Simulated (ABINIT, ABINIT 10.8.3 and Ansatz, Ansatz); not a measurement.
## Excitons of InF3 (R-3c): kernels and approximations

Aim: the absorption spectrum of InF3 (R-3c) with electron-hole interaction, and what each part of the kernel does.

Method: LDA and many-body steps on it, plane waves, in ABINIT 10.8.3 and Ansatz 0.2.0.

## (1) Starting point

The structure is trigonal, space group R-3c (No. 167). Conventional cell: a = 5.204 Å, b = 5.204 Å, c = 14.723 Å, α = 90.00°, β = 90.00°, γ = 120.00°. In has 6 F at 2.08 Å nearest. Nearest to F lie 2 In at 2.08 Å. Farther neighbours and most contacts between anions are not listed.

Coordinates:

```cif
data_structure
_symmetry_space_group_name_H-M 'R-3c:H'
_symmetry_Int_Tables_number 167
_cell_length_a 5.2043
_cell_length_b 5.2043
_cell_length_c 14.7225
_cell_angle_alpha 90.000
_cell_angle_beta 90.000
_cell_angle_gamma 120.000
_cell_volume 345.33
loop_
_atom_site_label
_atom_site_type_symbol
_atom_site_symmetry_multiplicity
_atom_site_Wyckoff_symbol
_atom_site_fract_x
_atom_site_fract_y
_atom_site_fract_z
_atom_site_occupancy
In1 In 6 b 0.66667 0.33333 0.33333 1
F1 F 18 e 0.64571 0.64571 0.25000 1
```

The cell and positions are those that the Materials Project relaxed with its own functionals (PBE, PBE+U or r2SCAN), kept fixed.

## (2) Empty states on the mesh, 4×4×4 mesh, 96 bands

This step: ABINIT 10.8.3; DFT, LDA, plane waves, norm-conserving pseudopotentials.

The sums over transitions need many empty states on a uniform mesh; this step solves for them.

Input file run.abi:

```
acell 3*1.0 Angstrom
rprim 
  2.602141182914 1.502346912402 4.907506134507
  -2.602141182914 1.502346912402 4.907506134507
  0.000000000000 -3.004693824873 4.907506134486
ntypat 2
znucl 49 9
natom 8
typat 1 1 2 2 2 2 2 2
xred 
  0.500000000000 0.500000000000 0.500000000000
  -0.000000000000 0.000000000000 0.000000000000
  0.395709220000 0.750000000000 0.104290780000
  0.750000000000 0.104290780000 0.395709220000
  0.895709220000 0.604290780000 0.250000000000
  0.250000000000 0.895709220000 0.604290780000
  0.604290780000 0.250000000000 0.895709220000
  0.104290780000 0.395709220000 0.750000000000
pp_dirpath "pseudos"
pseudos "In.upf, F.upf"
ecut 36
ngkpt 4 4 4
nshiftk 1
shiftk 0 0 0
kptopt 1
chksymbreak 0
iscf -2
irdden 1
istwfk *1
nband 96
nbdbuf 8
tolwfr 1e-09
nstep 60
prtvol 0
indata_prefix "in"
outdata_prefix "out"
tmpdata_prefix "tmp"
```

The run is started by

```
> OMP_NUM_THREADS=1 mpirun -n 8 abinit run.abi > log
```

Numbers of over 12 decimals in the logs are rounded to 6 here.

Output:

```text
.Version 10.8.3 of ABINIT. v10.8.2 released Aug 2026.

 Symmetries : space group R-3 c (#167); Bravais hR (rhombohedral)
[... echo of the input left out ...]
== DATASET  1 ==================================================================
-   mpi_nproc: 8, omp_nthreads: 1 (-1 if OMP is not activated)
-    --> not optimal distribution: autoparal keyword recommended in input file <--

--- !DatasetInfo
iteration_state: {dtset: 1, }
dimensions: {natom: 8, nkpt: 13, mband: 96, nsppol: 1, nspinor: 1, nspden: 1, mpw: 8026, }
cutoff_energies: {ecut:  36.0, pawecutdg:  -1.0, }
[...]
1.04269    1.08594    1.09430    1.17822    1.17822    1.18153    1.19637    1.19637
   1.20181    1.21159    1.22649    1.23555    1.23555    1.25108    1.25108    1.30461
 prteigrs : prtvol=0 or 1, do not print more k-points.

== END DATASET(S) ==============================================================
================================================================================

 -outvars: echo values of variables after computation  --------
            nband          96
             nkpt          13
          spgroup         167
 [... the other variables as echoed above ...]

 Calculation completed.
```

Wall time 62 s (8 MPI ranks of Arm Neoverse V1, shared host); peak memory 0.82 GiB.

This step gave:

- gap: 4.010 eV
- k of the valence top: 0.5, 0.5, 0
- k of the conduction bottom: 0, 0, 0
- least direct gap: 4.042 eV
- k points computed: 13
- lowest point of the top converged band, above the valence top: 33.12 eV

On this mesh the gap is 4.010 eV.

The density comes from a self-consistent run that is not shown.

## (3) Screening, 4×4×4 mesh, 88 bands, screening to 81.6 eV

The RPA dielectric matrix is built and inverted for each q.

This step: RPA screening on LDA, plane waves, norm-conserving pseudopotentials.

run.abi: that of step 2 with these lines changed.

```diff
@@ -26,10 +26,11 @@
 chksymbreak 0
-iscf -2
-irdden 1
 istwfk *1
-nband 96
-nbdbuf 8
-tolwfr 1e-09
-nstep 60
-prtvol 0
+occopt 1
+irdwfk 1
+optdriver 3
+nband 88
+ecuteps 3
+inclvkb 2
+awtr 1
+symchi 1
 indata_prefix "in"
```

Output:

```text
.Version 10.8.3 of ABINIT. v10.8.2 released Aug 2026.

 Symmetries : space group R-3 c (#167); Bravais hR (rhombohedral)
[... echo of the input left out ...]
== DATASET  1 ==================================================================
-   mpi_nproc: 8, omp_nthreads: 1 (-1 if OMP is not activated)

--- !DatasetInfo
iteration_state: {dtset: 1, }
dimensions: {natom: 8, nkpt: 13, mband: 88, nsppol: 1, nspinor: 1, nspden: 1, mpw: 8026, }
cutoff_energies: {ecut:  36.0, pawecutdg:  -1.0, }
[...]
--------------------------------------------------------------------------------
[... chi0 elements left out ...]
 For q-point:  0.000010 0.000020 0.000030
  dielectric constant =   2.3376
  dielectric constant without local fields =   2.4074

  Average fulfillment of the sum rule on Im[epsilon] for q-point    1 :     20.68  [%]
[... wings left out ...]
  q-point number  2        q = ( 0.250000, 0.000000, 0.000000) [r.l.u.]
--------------------------------------------------------------------------------
[... chi0 elements left out ...]
  Average fulfillment of the sum rule on Im[epsilon] for q-point    2 :     28.92  [%]

 [... 11 further q-points ...]
```

Run time: 3.8 min. Hardware: 8 MPI ranks; peak memory 6.5 GiB; 30 min of CPU time.

This step gave:

* ε∞ with local fields, on this mesh, along the program's q direction: 2.338
* the same without local fields: 2.407
* plasma frequency: 31.72 eV
* plane waves in the screening matrix: 193

Local fields lower ε∞ by 3 %.

## (4) Self-energy, 4×4×4 mesh, 88 bands, screening to 81.6 eV

The self-energy is evaluated for the states that the input lists, and the levels follow from it, in one-shot runs by the linearised quasiparticle equation.

This step: G0W0 on LDA, plane waves, norm-conserving pseudopotentials.

run.abi: that of step 3 with these lines changed.

```diff
@@ -29,8 +29,17 @@
 irdwfk 1
-optdriver 3
+optdriver 4
 nband 88
+gwcalctyp 0
+ecutsigx 36
+symsigma 1
+nkptgw 2
+kptgw 
+  0.5000000000 0.5000000000 0.0000000000
+  0.0000000000 0.0000000000 0.0000000000
+bdgw 
+  41 44
+  41 44
 ecuteps 3
-inclvkb 2
-awtr 1
-symchi 1
+irdscr 1
+ppmodel 1
 indata_prefix "in"
```

Output:

```text
.Version 10.8.3 of ABINIT. v10.8.2 released Aug 2026.

 Symmetries : space group R-3 c (#167); Bravais hR (rhombohedral)
[... echo of the input left out ...]
== DATASET  1 ==================================================================
-   mpi_nproc: 8, omp_nthreads: 1 (-1 if OMP is not activated)

--- !DatasetInfo
iteration_state: {dtset: 1, }
dimensions: {natom: 8, nkpt: 13, mband: 88, nsppol: 1, nspinor: 1, nspden: 1, mpw: 8026, }
cutoff_energies: {ecut:  36.0, pawecutdg:  -1.0, }
[...]
Band     E0 <VxcDFT>   SigX SigC(E0)      Z dSigC/dE  Sig(E)    E-E0       E
[...]
43   2.986 -15.001 -10.317  -2.069   0.871  -0.149 -12.724   2.276   5.262
       44   8.395 -19.924 -13.242  -2.560   0.834  -0.199 -16.487   3.437  11.832

== END DATASET(S) ==============================================================
================================================================================

 -outvars: echo values of variables after computation  --------
           etotal      0.0000000000E+00
            nband          88
             nkpt          13
          spgroup         167
 [... the other variables as echoed above ...]

 Calculation completed.
```

Elapsed: 12 s, on 8 MPI ranks; peak memory 3.6 GiB.

Numbers from this step:

* G0W0 gap on the points computed: 8.137 eV
* starting gap on the mesh: 4.010 eV
* k of the valence top: 0.5, 0.5, 0
* k of the conduction bottom: 0, 0, 0
* least direct G0W0 gap on the computed points: 8.187 eV

The gap on the mesh goes from 4.01 eV to 8.14 eV, a correction of +4.13 eV.

The gap opens by 4.127 eV; the next steps shift the empty bands rigidly by 4.127 eV.

## (5) Excitons

Light makes an electron and a hole together. The Bethe-Salpeter equation adds their screened attraction and their exchange, in a window of bands around the gap.

This step: Bethe-Salpeter equation on LDA with a scissors shift, plane waves, norm-conserving pseudopotentials.

run.abi: that of step 4 with these lines changed.

```diff
@@ -29,17 +29,17 @@
 irdwfk 1
-optdriver 4
-nband 88
-gwcalctyp 0
-ecutsigx 36
-symsigma 1
-nkptgw 2
-kptgw 
-  0.5000000000 0.5000000000 0.0000000000
-  0.0000000000 0.0000000000 0.0000000000
-bdgw 
-  41 44
-  41 44
+optdriver 99
+bs_calctype 1
+mbpt_sciss 4.127 eV
+bs_loband 25
+nband 44
+bs_exchange_term 1
+bs_coulomb_term 11
+bs_coupling 0
+bs_algorithm 1
+bs_freq_mesh 0 14 0.1 eV
+zcut 0.15 eV
 ecuteps 3
+ecutwfn 18
+inclvkb 2
 irdscr 1
-ppmodel 1
 indata_prefix "in"
```

Output:

```text
.Version 10.8.3 of ABINIT. v10.8.2 released Aug 2026.

 Symmetries : space group R-3 c (#167); Bravais hR (rhombohedral)
[... echo of the input left out ...]
== DATASET  1 ==================================================================
-   mpi_nproc: 8, omp_nthreads: 1 (-1 if OMP is not activated)

--- !DatasetInfo
iteration_state: {dtset: 1, }
dimensions: {natom: 8, nkpt: 13, mband: 44, nsppol: 1, nspinor: 1, nspden: 1, mpw: 2850, }
cutoff_energies: {ecut:  18.0, pawecutdg:  -1.0, }
electrons: {nelect:   8.40000000E+01, charge:   0.00000000E+00, occopt:   1.00000000E+00, tsmear:   1.00000000E-02, }

 Exciton: Calculation of dielectric properties by solving the Bethe-Salpeter equation
 in frequency domain and reciprocal space on a transitions basis set.
 Based on a program developed by L. Reining, V. Olevano, F. Sottile,
 S. Albrecht, and G. Onida. Incorporated in ABINIT by M. Giantomassi.

.Using double precision arithmetic ; gwpc =  8

[... cell and pseudopotentials left out ...]
--------------------------------------------------------------------------------

 ==== K-mesh for the wavefunctions ====
 Number of points in the irreducible wedge :    13
[... list of points left out ...]
 Together with 12 symmetry operations and time-reversal symmetry
 yields    64 points in the full Brillouin Zone.

 ==== Q-mesh for the screening function ====
 Number of points in the irreducible wedge :    13
[... list of points left out ...]
 Together with 12 symmetry operations and time-reversal symmetry
 yields    64 points in the full Brillouin Zone.

 vcoul_init : cutoff-mode = AUXILIARY_FUNCTION
 q-points for optical limit:   1
     1)      0.000010    0.000020    0.000030
 setmesh: FFT mesh size selected  =    30x   30x   30
          total number of points  =        27000

 ==== Fundamental parameters for the solution of the Bethe-Salpeter equation: ====
 Algorithm: Direct diagonalization.
 Dimension of the v, W matrices,  npweps  = 193
 Cutoff for the wavefunctions,    npwwfn  = 2843
 Number of k-points in the IBZ,   nkibz   = 13
 Highest empty band included,     nband   = 44
 === Spin UP ===
 Number of resonant transitions          2304
 Lowest occupied state                   25
 Highest occupied state                  42
 Lowest unoccupied state                 43
 Highest unoccupied state                44
 Minimum frequency [eV]           Emin    =   0.00
 Maximum frequency [eV]           Emax    =  14.00
 Frequency step [eV]              dE      =   0.10
 Lorentzian broadening [eV]       eta     =   0.15
 RPA L0 with KS energies and KS wavefunctions
 Scissors operator energy [eV] =          4.13
 Local fields effects (v term) included
 Excitonic effects (W term) included
 Full W_GG' included
 W is read from an external SCR file
 Resonant-only calculation (Hermitian case)

 Calculating epsilon_Macro(q-->0,w), along the following directions:
 q = (  1.296158  0.000000  0.000000) [r.l.u.]
 q = (  0.000000  1.296158  0.000000) [r.l.u.]
 q = (  0.000000  0.000000  1.296158) [r.l.u.]
 q = (  0.782618 -0.782618  0.000000) [r.l.u.]
 q = (  0.451845  0.451845 -0.903689) [r.l.u.]
 q = (  1.475978  1.475978  1.475978) [r.l.u.]
 Number of electrons calculated from density =   83.7665; Expected =   84.0000
 average of density, n =  0.107835
 r_s =    1.3033
 omega_plasma =   31.6764 [eV]

. Writing resonant excitonic Hamiltonian on file out_BSR; file size=   0.04 [Gb].
 Direct diagonalization of the resonant excitonic Hamiltonian, Matrix size= 2304
. Using LAPACK sequential version.
 Excitonic eigenvalues in eV up to n=   32
   7.11462   7.11568   7.22350   7.22548   7.28417   7.28512   7.34110   7.61492
   7.61513   7.72305   7.72446   7.84839   7.85067   7.91933   7.92038   7.95239
   7.99529   8.00147   8.03409   8.03487   8.04183   8.04377   8.07125   8.08451
   8.09765   8.09980   8.13437   8.13475   8.15924   8.15977   8.17671   8.18375

 First excitonic eigenvalue=    7.11 [eV]
 Last  excitonic eigenvalue=   17.90 [eV]

 GW  direct gap       8.17  0.00 [eV]
 EXC direct gap       7.11  0.00 [eV]
 EXC binding energy   1.05  0.00 [eV]

 Excitonic eigenvalues up to the GW energy gap [eV]
  1 (  7.11  0.00)
  2 (  7.12  0.00)
  3 (  7.22  0.00)
  4 (  7.23  0.00)
  5 (  7.28  0.00)
  6 (  7.29  0.00)
[...]
28 (  8.13  0.00)
 29 (  8.16  0.00)
 30 (  8.16  0.00)

 Macroscopic dielectric function:
 omega [eV] <KS_RPA_nlf>  <GW_RPA_nlf>  <BSE>
   0.0000   1.5982   0.0000   1.3760   0.0000   1.4582   0.0000
   0.1000   1.5983   0.0004   1.3760   0.0001   1.4583   0.0002
   0.2000   1.5987   0.0008   1.3761   0.0002   1.4584   0.0003
   0.3000   1.5994   0.0012   1.3762   0.0003   1.4587   0.0005
   0.4000   1.6004   0.0016   1.3764   0.0004   1.4591   0.0007
   0.5000   1.6016   0.0020   1.3767   0.0005   1.4596   0.0009
   0.6000   1.6031   0.0025   1.3771   0.0006   1.4603   0.0010
   0.7000   1.6049   0.0029   1.3774   0.0006   1.4610   0.0012
   0.8000   1.6069   0.0033   1.3779   0.0007   1.4619   0.0014
   0.9000   1.6093   0.0038   1.3784   0.0008   1.4629   0.0016

 Writing KS-RPA macroscopic dielectric function without local fields to file: out_RPA_NLF_MDF
 Writing GW-RPA macroscopic dielectric function without local fields to file: out_GW_NLF_MDF
 Writing EXC Macroscopic dielectric function to file: out_EXC_MDF

== END DATASET(S) ==============================================================
================================================================================

 -outvars: echo values of variables after computation  --------
           etotal      0.0000000000E+00
            nband          44
             nkpt          13
          spgroup         167
 [... the other variables as echoed above ...]

 Calculation completed.
```

Run time: 3.9 min. Hardware: 8 MPI ranks; peak memory 1.8 GiB.

This step gave:

- direct gap of the transition levels: 8.169 eV
- transitions in the window: 2304
- first strong exciton (over a fiftieth of the strongest listed): 7.223 eV
- lowest state: 7.115 eV
- binding of the lowest state below the direct gap: 1.054 eV
- Coulomb term of one mesh cell: 0.8991 eV

The binding is 1.2 times the screened Coulomb term of one mesh cell (0.90 eV), so it is not shown settled.

The lowest state lies at 7.115 eV, 1.054 eV under the direct gap.

Lines within 3 meV are set at the lowest of them, and the highest group, which the list may cut short, is left out. Lines of the exciton spectrum (strongest = 100):

| position (eV) | lines merged | oscillator strength, relative |
| --- | --- | --- |
| 7.115 | 2 | 0.1 |
| 7.223 | 2 | 90 |
| 7.284 | 2 | 1.1 |
| 7.341 | 1 | 100 |
| 7.615 | 2 | 94 |
| 7.723 | 2 | 0.2 |
| 7.848 | 2 | 94 |
| 7.919 | 2 | 0.9 |

The ε₂ has structure finer than the step of the table below, so its rows give means over 0.5 eV, whole bins alone (the curve runs from 0 to 13.9 eV). Peaks (eV: height): BSE 7.30: 1.70, 7.90: 1.61, 9.60: 2.04; no electron-hole interaction 9.50: 1.05, 10.70: 1.57, 11.80: 1.82, 12.90: 1.47; Kohn-Sham, no shift 5.40: 1.05, 6.60: 1.56, 7.70: 1.84, 8.70: 1.46, 9.70: 0.982.

Mean over the three Cartesian directions of q; broadening 0.15 eV; transition window only. Limits: finite bands, cutoff and mesh; no spin-orbit coupling; exciton not shown settled in the k mesh. The ε₂ by photon energy; means over each step:

| photon energy (eV) | BSE | no electron-hole interaction | Kohn-Sham, no shift |
| --- | --- | --- | --- |
| 0.5 | 8.7e-4 | 4.7e-4 | 0.00204 |
| 1.0 | 0.00178 | 9.1e-4 | 0.00429 |
| 1.5 | 0.00279 | 0.00141 | 0.00690 |
| 2.0 | 0.00390 | 0.00196 | 0.0103 |
| 2.5 | 0.00522 | 0.00256 | 0.0151 |
| 3.0 | 0.00682 | 0.00324 | 0.0231 |
| 3.5 | 0.00889 | 0.00403 | 0.0407 |
| 4.0 | 0.0117 | 0.00495 | 0.138 |
| 4.5 | 0.0157 | 0.00613 | 0.278 |
| 5.0 | 0.0218 | 0.00760 | 0.762 |
| 5.5 | 0.0323 | 0.00957 | 0.901 |
| 6.0 | 0.0539 | 0.0123 | 0.949 |
| 6.5 | 0.119 | 0.0163 | 1.36 |
| 7.0 | 0.670 | 0.0229 | 1.21 |
| 7.5 | 1.48 | 0.0363 | 1.54 |
| 8.0 | 1.23 | 0.0955 | 1.50 |
| 8.5 | 0.839 | 0.251 | 1.28 |
| 9.0 | 1.24 | 0.594 | 1.08 |
| 9.5 | 1.57 | 0.966 | 0.882 |
| 10.0 | 1.54 | 0.880 | 0.655 |
| 10.5 | 1.07 | 1.25 | 0.273 |
| 11.0 | 0.979 | 1.29 | 0.201 |
| 11.5 | 0.651 | 1.38 | 0.136 |
| 12.0 | 0.490 | 1.63 | 0.0677 |
| 12.5 | 0.304 | 1.26 | 0.0339 |
| 13.0 | 0.313 | 1.25 | 0.0180 |
| 13.5 | 0.206 | 0.820 | 0.0131 |

## (6) Triplet (no exchange term)

run.abi: that of step 5 with these lines changed.

```diff
@@ -32,5 +32,5 @@
 mbpt_sciss 4.127 eV
-bs_loband 25
+bs_loband 26
 nband 44
-bs_exchange_term 1
+bs_exchange_term 0
 bs_coulomb_term 11
@@ -38,3 +38,3 @@
 bs_algorithm 1
-bs_freq_mesh 0 14 0.1 eV
+bs_freq_mesh 0 12 0.1 eV
 zcut 0.15 eV
```

Output:

```text
.Version 10.8.3 of ABINIT. v10.8.2 released Aug 2026.

 Symmetries : space group R-3 c (#167); Bravais hR (rhombohedral)
[... echo of the input left out ...]
== DATASET  1 ==================================================================
-   mpi_nproc: 8, omp_nthreads: 1 (-1 if OMP is not activated)

--- !DatasetInfo
iteration_state: {dtset: 1, }
dimensions: {natom: 8, nkpt: 13, mband: 44, nsppol: 1, nspinor: 1, nspden: 1, mpw: 2850, }
cutoff_energies: {ecut:  18.0, pawecutdg:  -1.0, }
electrons: {nelect:   8.40000000E+01, charge:   0.00000000E+00, occopt:   1.00000000E+00, tsmear:   1.00000000E-02, }

 Exciton: Calculation of dielectric properties by solving the Bethe-Salpeter equation
 in frequency domain and reciprocal space on a transitions basis set.
 Based on a program developed by L. Reining, V. Olevano, F. Sottile,
 S. Albrecht, and G. Onida. Incorporated in ABINIT by M. Giantomassi.

.Using double precision arithmetic ; gwpc =  8

[... cell and pseudopotentials left out ...]
--------------------------------------------------------------------------------

 ==== K-mesh for the wavefunctions ====
 Number of points in the irreducible wedge :    13
[... list of points left out ...]
 Together with 12 symmetry operations and time-reversal symmetry
 yields    64 points in the full Brillouin Zone.

 ==== Q-mesh for the screening function ====
 Number of points in the irreducible wedge :    13
[... list of points left out ...]
 Together with 12 symmetry operations and time-reversal symmetry
 yields    64 points in the full Brillouin Zone.

 vcoul_init : cutoff-mode = AUXILIARY_FUNCTION
 q-points for optical limit:   1
     1)      0.000010    0.000020    0.000030
 setmesh: FFT mesh size selected  =    30x   30x   30
          total number of points  =        27000

[...]
average of density, n =  0.107835
 r_s =    1.3033
 omega_plasma =   31.6764 [eV]

. Writing resonant excitonic Hamiltonian on file out_BSR; file size=   0.04 [Gb].
 Direct diagonalization of the resonant excitonic Hamiltonian, Matrix size= 2176
. Using LAPACK sequential version.
 Excitonic eigenvalues in eV up to n=   32
   7.05310   7.05409   7.19236   7.19442   7.27137   7.27234   7.31580   7.55228
   7.55293   7.68517   7.68627   7.82093   7.82298   7.88619   7.88826   7.91877
   7.91885   7.92008   7.93001   7.93371   8.03781   8.03929   8.05346   8.06905
   8.09112   8.09407   8.12574   8.12629   8.15260   8.15280   8.16925   8.17470

 First excitonic eigenvalue=    7.05 [eV]
 Last  excitonic eigenvalue=   15.83 [eV]

 GW  direct gap       8.17  0.00 [eV]
 EXC direct gap       7.05  0.00 [eV]
 EXC binding energy   1.12  0.00 [eV]

 Excitonic eigenvalues up to the GW energy gap [eV]
  1 (  7.05  0.00)
  2 (  7.05  0.00)
  3 (  7.19  0.00)
[...]
30 (  8.15  0.00)
 31 (  8.17  0.00)

 Macroscopic dielectric function:
 omega [eV] <KS_RPA_nlf>  <GW_RPA_nlf>  <BSE>
   0.0000   1.5945   0.0000   1.3733   0.0000   1.4704   0.0000
   0.1000   1.5946   0.0004   1.3733   0.0001   1.4705   0.0002
   0.2000   1.5950   0.0008   1.3734   0.0002   1.4707   0.0004
[...]
0.8000   1.6032   0.0033   1.3752   0.0007   1.4744   0.0015
   0.9000   1.6056   0.0038   1.3757   0.0008   1.4755   0.0017

 Writing KS-RPA macroscopic dielectric function without local fields to file: out_RPA_NLF_MDF
 Writing GW-RPA macroscopic dielectric function without local fields to file: out_GW_NLF_MDF
 Writing EXC Macroscopic dielectric function to file: out_EXC_MDF

== END DATASET(S) ==============================================================
================================================================================

 -outvars: echo values of variables after computation  --------
           etotal      0.0000000000E+00
            nband          44
             nkpt          13
          spgroup         167
 [... the other variables as echoed above ...]

 Calculation completed.
```

Wall time 3.3 min (8 MPI ranks); peak memory 1.7 GiB; 26 min of CPU time.

The lowest triplet lies at 7.053 eV; triplets are dark, so no spectrum is read.

(Part 1 of 3 ends here.)

[Paths, hosts, dates, memory and timing lines, banners, echoed tables and standing remarks are left out of the program output.]

[Logs are printed without paths, hosts, clocks, repeated set-up lines and the standing remarks that a program may print on its own settings, such as how far it seeks lower states.]

[Runs of the session that timed out or met a known fault of the program may be left out.]

[No measured gap is set beside runs whose start may be inverted or whose files or cutoffs have a known fault.]

[Hosts, paths, dates, database ids (printed as entryN), source tags and the programs' standing remarks are cut or masked in the printed files.]

[G0W0 gaps are taken among the corrected bands and points alone; a level outside them can change the order at an edge.]

[Where Ansatz stands beside ABINIT at settings called matched, ABINIT's density can come from a denser mesh and the files from another edition; pairs whose starting gaps differed by over 0.03 eV were left out, so agreement reads better than it is.]
